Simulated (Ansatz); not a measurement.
# Formation energy and levels of the substitutional impurity Nb_Si in SiC (P6_3mc), part 2 of 2

Charge states of Nb_Si in SiC (P6_3mc), set against the band edges. Model: a cell of 108 host atoms with 1 Si taken out and 1 Nb put in.

Ansatz; place-levels on r2SCAN runs: charge-transition levels and formation energies with image-charge correction and potential alignment at the atomic sites; PAW set soft_1.

So far: The structure; Charge states; place-levels, r2SCAN.

## (3) place-levels, r2SCAN (continued)

Levels between the charges placed, in eV above the valence top:

|  | gap (eV) | (+1/0) | (0/−1) |
| --- | --- | --- | --- |
| r2SCAN | 2.37 | 1.84 | 2.37 |

Corrections by state:

| charge | moment (μB) | image terms and alignment (eV) | band filling (eV) | ε used | over the lowest of its charge, as the program ranks them, band filling apart (eV) |
| --- | --- | --- | --- | --- | --- |
| +1 | 0.0 | 0.341 | - | principal values (10.43, 10.43, 10.95) | 0.000 |
| 0 | 1.0 | 0.000 | - | - | 0.000 |
| −1 | 2.0 | -0.032 | -0.058 | principal values (10.43, 10.43, 10.95) | 0.000 |
| +1 | 2.0 | 0.241 | - | principal values (10.43, 10.43, 10.95) | 2.119 |
| −1 | 0.0 | -0.056 | - | principal values (10.43, 10.43, 10.95) | 0.338 |

The charged structures listed were also run neutral, and place-levels reads from each pair, by the potential or the spins, how wide the charge is by which they differ; that can be the carrier of either run.

```csv
charge,rms radius (Å),spread where it is widest against the cell (Å),wide from (Å),reading
+1,2.2,1.30,1.39,narrow
−1,2.3,1.22,1.39,narrow
```

The neutral runs of these pairs need not share the spin of the lowest neutral state, and very wide values only mean spread over the cell.

From the program's caveats on the states, each cut to its opening words:

- charge 0 (1 μB), −1 (2 μB), +1 (2 μB): flagged: stability check not made
- charge −1 (2 μB): a band-filling correction moves a carrier to the host's band edge, which changes its energy by -0.058 eV
- charge +1 (2 μB): it parts from the run at its places by a charge that spreads by about 3.9 Å along one vector (1.4 Å or more is wide), by its potential at epsilon [7.09, 7.09, [...]
- charge +1 (2 μB): its alignment with the host at atomic sites is doubtful: the mean over the far sites moves by +0.1200 eV from their farther parts to their nearer, more than [...]
- charge +1 (2 μB): its sublattices stand up to 0.0172 Å off the host's, which by the two runs' forces adds about +0.01 eV to its energy against the host's, and moves the band [...]
- charge +1 (2 μB): its moments are held at its close (magnetization.spin_locking), by a field of 1.127 eV a Bohr magneton, and its energy and levels are of the state that this [...]
- charge −1: it parts from the run at its places by a charge that spreads by about 2.4 Å along one vector (1.4 Å or more is wide), by its potential at epsilon [7.09, 7.09, [...]
- charge −1: the host's ions (past the first shell or, of a walk that freed a part, those that it held) aren't shown at rest: they stand up to 0.069 Å off their sites, 1.17 [...]
- charge −1: its sublattices stand up to 0.0147 Å off the host's, which by the two runs' forces adds about +0.01 eV to its energy against the host's, and moves the band [...]

The host's formation energy from the elements is -0.356 eV per atom; it sets how far the chemical potentials can move.

Limit set by the element alone; other compounds of these elements are not counted. Chemical potentials from the elements' reference states: C 0.00 eV, Si -0.71 eV, Nb 0.00 eV. Formation energy by charge state (C-rich; gap 2.37 eV):

| charge | at valence top (eV) | at conduction bottom (eV) | correction included (eV) |
| --- | --- | --- | --- |
| +1 | 0.98 | 3.35 | 0.34 |
| 0 | 2.82 | 2.82 | 0.00 |
| −1 | 5.18 | 2.82 | -0.09 |

```json
{"Fermi level (eV)": "0.00", "lowest formation energy (eV)": "0.98"}
{"Fermi level (eV)": "0.22", "lowest formation energy (eV)": "1.19"}
{"Fermi level (eV)": "0.43", "lowest formation energy (eV)": "1.41"}
{"Fermi level (eV)": "0.65", "lowest formation energy (eV)": "1.62"}
{"Fermi level (eV)": "0.86", "lowest formation energy (eV)": "1.84"}
{"Fermi level (eV)": "1.08", "lowest formation energy (eV)": "2.05"}
{"Fermi level (eV)": "1.29", "lowest formation energy (eV)": "2.27"}
{"Fermi level (eV)": "1.51", "lowest formation energy (eV)": "2.49"}
{"Fermi level (eV)": "1.72", "lowest formation energy (eV)": "2.70"}
{"Fermi level (eV)": "1.94", "lowest formation energy (eV)": "2.82"}
{"Fermi level (eV)": "2.15", "lowest formation energy (eV)": "2.82"}
{"Fermi level (eV)": "2.37", "lowest formation energy (eV)": "2.82"}
```

Limit set by the element alone; other compounds of these elements are not counted. Chemical potentials from the elements' reference states: Si 0.00 eV, C -0.71 eV, Nb 0.00 eV. Formation energies (Si-rich), with the Fermi level at the valence top and at the conduction bottom (gap 2.37 eV):

```csv
charge,at valence top (eV),at conduction bottom (eV),correction included (eV)
+1,1.69,4.06,0.34
0,3.53,3.53,0.00
−1,5.90,3.53,-0.09
```

```csv
Fermi level (eV),lowest formation energy (eV)
0.00,1.69
0.22,1.91
0.43,2.12
0.65,2.34
0.86,2.55
1.08,2.77
1.29,2.98
1.51,3.20
1.72,3.41
1.94,3.53
2.15,3.53
2.37,3.53
```

## (4) The same at the relaxations' own k-points

The relaxations' own energies give the levels at their sampling, for comparison.

Input file levels.relax_mesh.yaml:

```yaml
host:
  run: host.relax.run
states: [qm1.relax.run, qm1_M2.relax.run, q0_M1.relax.run, qp1.relax.run, qp1_M2.relax.run]
chemical_potentials:
  Si:
    energy: -639.06578
    dataset: <sha256 of the dataset>
  Nb:
    energy: -4563.656891
    dataset: "<sha256 of the dataset>"
```

Run with:

```bash
$ ansatz place-levels levels.relax_mesh.yaml -- --threads 4 --pin off --max-ram 15073MiB
```

Log:

```text
(+1/0) 1.819 eV above the valence edge, 0.559 eV under the conduction edge
[...]
formation energy of charge +1: +2.014 eV with the Fermi level at the valence edge
formation energy of charge 0: +3.833 eV with the Fermi level at the valence edge
formation energy of charge -1: +6.290 eV with the Fermi level at the valence edge
  edges by r2scan, gap 2.378 eV; the host is sampled to repeats of 16.00 Å
[... the lines on each state left out ...]
```

The job ended after 0.23 s (4 threads of Arm Neoverse V1, shared host).

Levels between neighbouring charges, in eV above the valence top:

```csv
,gap (eV),(+1/0),(0/−1)
"one point at (¼, ¼, ¼)",2.38,1.82,2.46
a 2×2×2 shifted mesh,2.37,1.84,2.37
```

Going from one point at (¼, ¼, ¼) to a 2×2×2 shifted mesh moves the levels that carry no band-filling term by up to 0.02 eV and formation energies against the elements by up to 0.39 eV; band-filling terms, which differ between samplings, are in these energies.

## (5) Summary of results

| Item | Value |
| --- | --- |
| gap of the host | 2.37 eV (r2SCAN) |
| level (plus 1/0) | 1.84 eV above the valence top |
| level (0/minus 1) | 2.37 eV above the valence top, at the conduction bottom (2.43 eV above the valence top without the band-filling term) |
| lowest of the charges placed, just above the valence top (0.02 eV) | +1 |
| lowest of the charges placed, just below the conduction bottom (0.02 eV) | 0 |
| lowest formation energy at mid-gap of the charges run, C-rich | 2.16 eV |
| lowest formation energy at mid-gap of the charges run, Si-rich | 2.88 eV |

What this shows: Of the charges placed (−1, 0 and +1), the lowest changes at 1.84 eV (+1/0) above the valence top, in a gap of 2.37 eV. Charges above +1 were not placed, so these runs say nothing of levels that involve them. States placed: +1 at 0 μB and 2 μB; 0 at 1 μB; −1 at 2 μB and 0 μB. Other spin states or structures, where not listed, weren't placed. The program finds carriers beyond a band edge of the host and adds a band-filling term at charge −1 (-0.06 eV); steps to such a charge show no bound level, and a defect level inside a band would be read the same way. Nb is taken at its element; compounds, which aren't counted here, bound the chemical potentials and would shift these formation energies. Going from one point at (¼, ¼, ¼) to a 2×2×2 shifted mesh moves the levels that carry no band-filling term by up to 0.02 eV and formation energies against the elements by up to 0.39 eV; band-filling terms, which differ between samplings, are in these energies. The program doubts the alignment of potentials for at least one state, a sign that the cell is small. What this leaves open: r2SCAN makes the gap too small and tends to spread out bound carriers; force components of up to 0.95 eV/Å remain in a run at the final settings.

Comparison with the measured values:

| quantity | measured | r2SCAN |
| --- | --- | --- |
| band gap (least gap of the host) (eV) | 3.03 | 2.37 (-0.66 eV) |

Measured values from arxiv:1806.04908 (2018).

**Verdict.** The band gap is off by -0.66 eV: a clear miss. Local and semilocal functionals usually give gaps below the measured ones. Zero-point and thermal motion shift the measured gap.

[Logs are printed without paths, hosts, clocks, repeated set-up lines and the standing remarks that a program may print on its own settings, such as how far it seeks lower states.]

[Hosts, paths, dates, database ids (printed as entryN), source tags and the programs' standing remarks are cut or masked in the printed files.]

[Where a table of states has a column of steps, it counts the stored structures, which are thinned; the runs took as many ionic steps or more.]

[A defect's name tells the site on which it was built; relaxed atoms can leave that site.]

[For some hosts the program warned that the k-mesh of the response run may be too coarse for force constants and the static dielectric constant; such warnings are not shown here.]
